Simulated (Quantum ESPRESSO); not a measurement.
# CsPbBr3 (Pm-3m): zone-centre phonons

Aim: the zone-centre modes of CsPbBr3 (Pm-3m).

Program: Quantum ESPRESSO 7.5. Level of theory: DFT LDA, scalar-relativistic, plane waves, PseudoDojo norm-conserving pseudopotentials. Results are calculated unless marked as measured.

## 1. Starting point

The structure is cubic, space group Pm-3m (No. 221). The conventional cell has a = 5.870 Å, b = 5.870 Å, c = 5.870 Å, α = 90.00°, β = 90.00°, γ = 90.00°. Cs has 12 Br at 4.15 Å nearest. Pb has 6 Br at 2.94 Å nearest. Nearest to Br lie 2 Pb at 2.94 Å and 4 Cs at 4.15 Å. Farther neighbours and most contacts between anions are not listed.

Coordinates:

```
Cs Pb Br
1.0
     5.87000    0.00000    0.00000
     0.00000    5.87000    0.00000
     0.00000    0.00000    5.87000
Cs Pb Br
1 1 3
Direct
  0.00000 0.00000 0.00000
  0.50000 0.50000 0.50000
  0.00000 0.50000 0.50000
  0.50000 0.00000 0.50000
  0.50000 0.50000 0.00000
```

## 2. A first look

Before anything dear is run, a loose run with smearing shows whether this is a metal and how far the cell is from rest.

The input, probe.in:

```
&control
   calculation = 'scf'
   prefix = 'x'
   outdir = './tmp'
   pseudo_dir = './pseudo'
   tprnfor = .true.
   tstress = .true.
   verbosity = 'high'
/
&system
   ibrav = 1
   celldm(1) = 11.09269235
   nat = 5
   ntyp = 3
   ecutwfc = 62.0
   occupations = 'smearing'
   smearing = 'gaussian'
   degauss = 0.01
/
&electrons
   conv_thr = 1.0d-07
   mixing_beta = 0.7
   electron_maxstep = 100
/
ATOMIC_SPECIES
 Cs    132.9055  Cs.upf
 Pb    207.2000  Pb.upf
 Br     79.9040  Br.upf
ATOMIC_POSITIONS crystal
 Cs     0.000000000   0.000000000   0.000000000
 Pb     0.500000000   0.500000000   0.500000000
 Br     0.000000000   0.500000000   0.500000000
 Br     0.500000000   0.000000000   0.500000000
 Br     0.500000000   0.500000000   0.000000000
K_POINTS automatic
 4 4 4 0 0 0
```

Started as:

```console
OMP_NUM_THREADS=1 mpirun -n 4 pw.x -nk 4 -in probe.in > probe.out
```

Output:

```text
[banners, grids, parts of the stress and lines that vanish by symmetry left out]
Program PWSCF v.7.5
     bravais-lattice index     =            1
     lattice parameter (alat)  =      11.0927  a.u.
[...]
kinetic-energy cutoff     =      62.0000  Ry
     charge density cutoff     =     248.0000  Ry
     scf convergence threshold =      1.0E-07
[...]
Exchange-correlation= SLA  PW   NOGX NOGC
                           (   1   4   0   0   0   0   0)
[...]
48 Sym. Ops., with inversion, found
[...]
(     0          1          0      )
                  (     0          0          1      )
[...]
(  0.0000000  1.0000000  0.0000000 )
                  (  0.0000000  0.0000000  1.0000000 )
[...]
(     0         -1          0      )
                  (     0          0          1      )
[...]
( -1.0000000  0.0000000  0.0000000 )
                  (  0.0000000  1.0000000  0.0000000 )
[...]
number of k points=    10  Gaussian smearing, width (Ry)=  0.0100
[...]
End of self-consistent calculation
[...]
the Fermi energy is     4.2771 ev
!    total energy              =    -282.54470654 Ry
[...]
convergence has been achieved in   7 iterations
[...]
atom    1 type  1   force =     0.00000000    0.00000000    0.00000000
     atom    2 type  2   force =     0.00000000    0.00000000    0.00000000
     atom    3 type  3   force =     0.00000000    0.00000000    0.00000000
     atom    4 type  3   force =     0.00000000    0.00000000    0.00000000
     atom    5 type  3   force =     0.00000000    0.00000000    0.00000000
[...]
Total force =     0.000000     Total SCF correction =     0.000000
[...]
total   stress  (Ry/bohr**3)                   (kbar)     P=      -10.48
[...]
XML data file, charge density, pseudopotentials, collected wavefunctions

   JOB DONE.
```

The job ended after 22 s (4 MPI ranks of Intel Xeon at 2.70GHz, shared host; 85 s of CPU time).

Numbers from this step:

```yaml
volume_per_atom: 40.45 Å³
pressure: -1.048 GPa
gap_on_the_k_mesh: 1.385 eV
```

A gap of 1.4 eV opens on this mesh, so the crystal is taken as an insulator; the start stands at -1.0 GPa.

## 3. Relaxing the cell and atoms

The relaxation runs at a cutoff a fifth above that of the response, since stress converges more slowly with the basis than frequencies do. Forces and stress are brought to rest with tight thresholds.

The input, relax.in:

```
&control
   calculation = 'vc-relax'
   prefix = 'x'
   outdir = './tmp'
   pseudo_dir = './pseudo'
   tprnfor = .true.
   tstress = .true.
   forc_conv_thr = 2.0d-05
   etot_conv_thr = 1.0d-07
   nstep = 40
/
&system
   ibrav = 1
   celldm(1) = 11.09269235
   nat = 5
   ntyp = 3
   ecutwfc = 74
   occupations = 'fixed'
   nbnd = 24
/
&electrons
   conv_thr = 1.0d-11
   mixing_beta = 0.7
   electron_maxstep = 100
/
&ions
/
&cell
   press_conv_thr = 0.2
/
ATOMIC_SPECIES
 Cs    132.9055  Cs.upf
 Pb    207.2000  Pb.upf
 Br     79.9040  Br.upf
ATOMIC_POSITIONS crystal
 Cs     0.000000000   0.000000000   0.000000000
 Pb     0.500000000   0.500000000   0.500000000
 Br     0.000000000   0.500000000   0.500000000
 Br     0.500000000   0.000000000   0.500000000
 Br     0.500000000   0.500000000   0.000000000
K_POINTS automatic
 4 4 4 0 0 0
```

Started as:

```console
OMP_NUM_THREADS=1 mpirun -n 4 pw.x -nk 4 -in relax.in > relax.out
```

Output:

```text
[banners, grids, parts of the stress and lines that vanish by symmetry left out]
[banner, memory and clock lines left out]
Program PWSCF v.7.5

[...]
kinetic-energy cutoff     =      74.0000  Ry
     charge density cutoff     =     296.0000  Ry
     scf convergence threshold =      1.0E-11
[...]
energy convergence thresh.=      1.0E-07
     force convergence thresh. =      2.0E-05
     press convergence thresh. =      2.0E-01
     Exchange-correlation= SLA  PW   NOGX NOGC
                           (   1   4   0   0   0   0   0)
[...]
48 Sym. Ops., with inversion, found
[...]
number of k points=    10
[...]
End of self-consistent calculation
[...]
highest occupied, lowest unoccupied level (ev):     3.5385    4.9237
!    total energy              =    -282.54474773 Ry
[...]
convergence has been achieved in  10 iterations
[...]
atom    1 type  1   force =     0.00000000    0.00000000    0.00000000
     atom    2 type  2   force =     0.00000000    0.00000000    0.00000000
     atom    3 type  3   force =     0.00000000    0.00000000    0.00000000
     atom    4 type  3   force =     0.00000000    0.00000000    0.00000000
     atom    5 type  3   force =     0.00000000    0.00000000    0.00000000
     Total force =     0.000000     Total SCF correction =     0.000000
[...]
total   stress  (Ry/bohr**3)                   (kbar)     P=      -10.47
[...]
number of bfgs steps    =   0
[...]
CELL_PARAMETERS (alat= 11.09269235)
[...]
ATOMIC_POSITIONS (crystal)
Cs               0.0000000000        0.0000000000        0.0000000000
Pb               0.5000000000        0.5000000000        0.5000000000
Br               0.0000000000        0.5000000000        0.5000000000
Br               0.5000000000        0.0000000000        0.5000000000
[...]
New effective cutoffs (rho, wfc):  296.87   74.26
[...]
End of self-consistent calculation
[...]
highest occupied, lowest unoccupied level (ev):     3.6150    4.9788
!    total energy              =    -282.54523844 Ry
[...]
convergence has been achieved in   7 iterations
[...]
atom    1 type  1   force =     0.00000000    0.00000000    0.00000000
     atom    2 type  2   force =     0.00000000    0.00000000    0.00000000
     atom    3 type  3   force =     0.00000000    0.00000000    0.00000000
     atom    4 type  3   force =     0.00000000    0.00000000    0.00000000
     atom    5 type  3   force =     0.00000000    0.00000000    0.00000000
     Total force =     0.000000     Total SCF correction =     0.000000
[...]
total   stress  (Ry/bohr**3)                   (kbar)     P=       -9.37
[...]
number of bfgs steps    =   1
[...]
WARNING: bfgs curvature condition failed, Theta= 0.897
[...]
CELL_PARAMETERS (alat= 11.09269235)
[...]
ATOMIC_POSITIONS (crystal)
[...]
New effective cutoffs (rho, wfc):  298.46   74.66
[...]
End of self-consistent calculation
[...]
highest occupied, lowest unoccupied level (ev):     3.7313    5.0621
!    total energy              =    -282.54586793 Ry
[...]
convergence has been achieved in   9 iterations
[...]
atom    1 type  1   force =     0.00000000    0.00000000    0.00000000
     atom    2 type  2   force =     0.00000000    0.00000000    0.00000000
     atom    3 type  3   force =     0.00000000    0.00000000    0.00000000
[...]
number of bfgs steps    =   3
[...]
CELL_PARAMETERS (alat= 11.09269235)
[...]
ATOMIC_POSITIONS (crystal)
[...]
New effective cutoffs (rho, wfc):  304.56   76.18
[...]
End of self-consistent calculation
[...]
highest occupied, lowest unoccupied level (ev):     4.1822    5.3819
!    total energy              =    -282.54702223 Ry
[...]
convergence has been achieved in   8 iterations
[...]
Total force =     0.000000     Total SCF correction =     0.000000
[...]
total   stress  (Ry/bohr**3)                   (kbar)     P=       -0.57
[...]
number of bfgs steps    =   4
[...]
CELL_PARAMETERS (alat= 11.09269235)
[...]
ATOMIC_POSITIONS (crystal)
[...]
New effective cutoffs (rho, wfc):  305.03   76.30
[...]
End of self-consistent calculation
[...]
highest occupied, lowest unoccupied level (ev):     4.2177    5.4069
!    total energy              =    -282.54702789 Ry
[...]
convergence has been achieved in   7 iterations
[...]
Total force =     0.000000     Total SCF correction =     0.000000
[...]
total   stress  (Ry/bohr**3)                   (kbar)     P=        0.02
[...]
number of bfgs steps    =   5
[...]
CELL_PARAMETERS (alat= 11.09269235)
[...]
ATOMIC_POSITIONS (crystal)
[...]
New effective cutoffs (rho, wfc):  305.01   76.29
[...]
End of self-consistent calculation
[...]
highest occupied, lowest unoccupied level (ev):     4.2163    5.4059
!    total energy              =    -282.54702790 Ry
[...]
convergence has been achieved in   5 iterations
[...]
atom    3 type  3   force =     0.00000000    0.00000000    0.00000000
     atom    4 type  3   force =     0.00000000    0.00000000    0.00000000
     atom    5 type  3   force =     0.00000000    0.00000000    0.00000000
     Total force =     0.000000     Total SCF correction =     0.000000
[...]
total   stress  (Ry/bohr**3)                   (kbar)     P=       -0.00
[...]
bfgs converged in   7 scf cycles and   6 bfgs steps
[...]
End of BFGS Geometry Optimization
     Final enthalpy           =    -282.5470278958 Ry
     File ./tmp/x.bfgs deleted, as requested
[...]
CELL_PARAMETERS (alat= 11.09269235)
[...]
ATOMIC_POSITIONS (crystal)
[...]
Br               0.5000000000        0.0000000000        0.5000000000
Br               0.5000000000        0.5000000000        0.0000000000
[...]
Final scf calculation at the relaxed structure.
[...]
kinetic-energy cutoff     =      74.0000  Ry
     charge density cutoff     =     296.0000  Ry
     scf convergence threshold =      1.0E-13
[...]
press convergence thresh. =      2.0E-01
     Exchange-correlation= SLA  PW   NOGX NOGC
                           (   1   4   0   0   0   0   0)
[...]
48 Sym. Ops., with inversion, found
[...]
number of k points=    10
[...]
c_bands:  1 eigenvalues not converged
     c_bands:  1 eigenvalues not converged
[...]
End of self-consistent calculation
[...]
highest occupied, lowest unoccupied level (ev):     4.2163    5.4059
!    total energy              =    -282.54702141 Ry
[...]
convergence has been achieved in  11 iterations
[...]
atom    1 type  1   force =     0.00000000    0.00000000    0.00000000
     atom    2 type  2   force =     0.00000000    0.00000000    0.00000000
     atom    3 type  3   force =     0.00000000    0.00000000    0.00000000
     atom    4 type  3   force =     0.00000000    0.00000000    0.00000000
     atom    5 type  3   force =     0.00000000    0.00000000    0.00000000
     Total force =     0.000000     Total SCF correction =     0.000000
[...]
total   stress  (Ry/bohr**3)                   (kbar)     P=        0.00
[...]
XML data file, charge density, pseudopotentials, collected wavefunctions
```

The job ended after 3.1 min (4 MPI ranks).

Relaxation path:

```csv
step,energy less that of the first step (eV),largest force (eV/Å),pressure (GPa),volume (Å³)
1,0.0000,0.0000,-1.05,202.26
2,-0.0067,0.0000,-0.94,201.18
3,-0.0152,0.0000,-0.77,199.57
4,-0.0247,0.0000,-0.50,197.18
5,-0.0309,0.0000,-0.06,193.62
6,-0.0310,0.0000,0.00,193.16
7,-0.0310,0.0000,0.00,193.18
8,-0.0309,0.0000,0.00,193.18
```

```csv
"conventional cell, symmetrised",before,after,change
a (Å),5.870,5.781,-1.5 %
b (Å),5.870,5.781,-1.5 %
c (Å),5.870,5.781,-1.5 %
volume (Å³/atom),40.45,38.64,-4.5 %
```

The relaxed structure:

```
Cs Pb Br
1.0
     5.78080    0.00000    0.00000
     0.00000    5.78080    0.00000
     0.00000    0.00000    5.78080
Cs Pb Br
1 1 3
Direct
  0.00000 0.00000 0.00000
  0.50000 0.50000 0.50000
  0.00000 0.50000 0.50000
  0.50000 0.00000 0.50000
  0.50000 0.50000 0.00000
```

The last row of the table of steps is pw.x's closing run on a basis chosen anew for the final cell, so its energy can jump.

Numbers from this step:

| Property | Result |
| --- | --- |
| volume per atom | 38.64 Å³ |
| pressure | 0 GPa |
| gap on the k-mesh | 1.190 eV |

The volume changes by -4.5 % from the cell with which this run began.

## 4. Self-consistent run for the response

Perturbation theory inherits every error of the wavefunctions, so the threshold is set near the limit of the arithmetic. With a gap, occupations are fixed, which also allows the response to an electric field.

The input, scf.in:

```
&control
   calculation = 'scf'
   prefix = 'x'
   outdir = './tmp'
   pseudo_dir = './pseudo'
   tprnfor = .true.
   tstress = .true.
/
&system
   ibrav = 1
   celldm(1) = 10.92413718
   nat = 5
   ntyp = 3
   ecutwfc = 62.0
   occupations = 'fixed'
   nbnd = 24
/
&electrons
   conv_thr = 1.0d-12
   mixing_beta = 0.7
   electron_maxstep = 100
/
ATOMIC_SPECIES
 Cs    132.9055  Cs.upf
 Pb    207.2000  Pb.upf
 Br     79.9040  Br.upf
ATOMIC_POSITIONS crystal
 Cs     0.000000000   0.000000000   0.000000000
 Pb     0.500000000   0.500000000   0.500000000
 Br     0.000000000   0.500000000   0.500000000
 Br     0.500000000   0.000000000   0.500000000
 Br     0.500000000   0.500000000   0.000000000
K_POINTS automatic
 4 4 4 0 0 0
```

Started as:

```console
OMP_NUM_THREADS=1 mpirun -n 4 pw.x -nk 4 -in scf.in > scf.out
```

Output:

```text
[banners, grids, parts of the stress and lines that vanish by symmetry left out]
[banner, memory and clock lines left out]
Program PWSCF v.7.5

[...]
kinetic-energy cutoff     =      62.0000  Ry
     charge density cutoff     =     248.0000  Ry
     scf convergence threshold =      1.0E-12
[...]
Exchange-correlation= SLA  PW   NOGX NOGC
                           (   1   4   0   0   0   0   0)
[...]
48 Sym. Ops., with inversion, found
[...]
number of k points=    10
[...]
End of self-consistent calculation
[...]
highest occupied, lowest unoccupied level (ev):     4.2164    5.4059
!    total energy              =    -282.54698001 Ry
[...]
convergence has been achieved in  12 iterations
[...]
atom    1 type  1   force =     0.00000000    0.00000000    0.00000000
     atom    2 type  2   force =     0.00000000    0.00000000    0.00000000
     atom    3 type  3   force =     0.00000000    0.00000000    0.00000000
     atom    4 type  3   force =     0.00000000    0.00000000    0.00000000
     atom    5 type  3   force =     0.00000000    0.00000000    0.00000000
     Total force =     0.000000     Total SCF correction =     0.000000
[...]
total   stress  (Ry/bohr**3)                   (kbar)     P=       -0.01
[...]
XML data file, charge density, pseudopotentials, collected wavefunctions
```

Wall time 26 s (4 MPI ranks).

Numbers from this step:

```yaml
pressure: -0.001 GPa
gap_on_the_k_mesh: 1.189 eV
```

The cell stands at -0.001 GPa, close enough for phonons.

(Continued in part 2 of 3.)

[Host names and launcher messages were left out of these logs when they were recorded.]

[Logs are printed without paths, hosts, clocks, repeated set-up lines and the standing remarks that a program may print on its own settings, such as how far it seeks lower states.]

[Hosts, paths, dates, database ids (printed as entryN), source tags and the programs' standing remarks are cut or masked in the printed files.]
